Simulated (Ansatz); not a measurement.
# TaN1-x: cell size against composition

How does the size of the cell follow the composition?

Calculated with Ansatz 0.2.0, PBEsol, PAW files of the set soft_1, cutoff 600 eV, Fermi–Dirac smearing 0.05 eV, k-mesh 7×7×7, no spin polarisation, no spin-orbit coupling.

Each composition is one ordered cell of the rock salt structure with 8 sites to fill (x is the share of empty N sites), chosen so that its near-neighbour pairs are as close to random as the cell allows, with cell and atoms relaxed. The cell at x = 0.125: a = 6.1589 Å, b = 6.1589 Å, c = 6.1589 Å, α = 60.00°, β = 60.00°, γ = 60.00°.

```csv
x,formula,space group,volume for each site (Å³)
0,TaN,Fm-3m,10.465
0.125,Ta8N7,Fm-3m,10.324
0.375,Ta8N5,R-3m,9.981
0.5,Ta2N,Imma,9.887
```

**Question.** Fit the trend and give the value at x = 0.25, a row left out above.

Least squares with y = y0 + y1 x + y2 x² gives y0 = 10.4758, y1 = −1.4499 and y2 = 0.5013. At x = 0.25 this is 10.145 Å³. The run itself gives 10.143 Å³, so the estimate misses by 0.002 Å³; the fitted rows themselves lie up to 0.022 Å³ off the law. The parabola is an interpolation over the tabulated range alone.

At least one end member isn't in its most stable structure here.

One small ordered cell stands for each composition, so a random alloy may differ.

[Logs are printed without paths, hosts, clocks, repeated set-up lines and the standing remarks that a program may print on its own settings, such as how far it seeks lower states.]
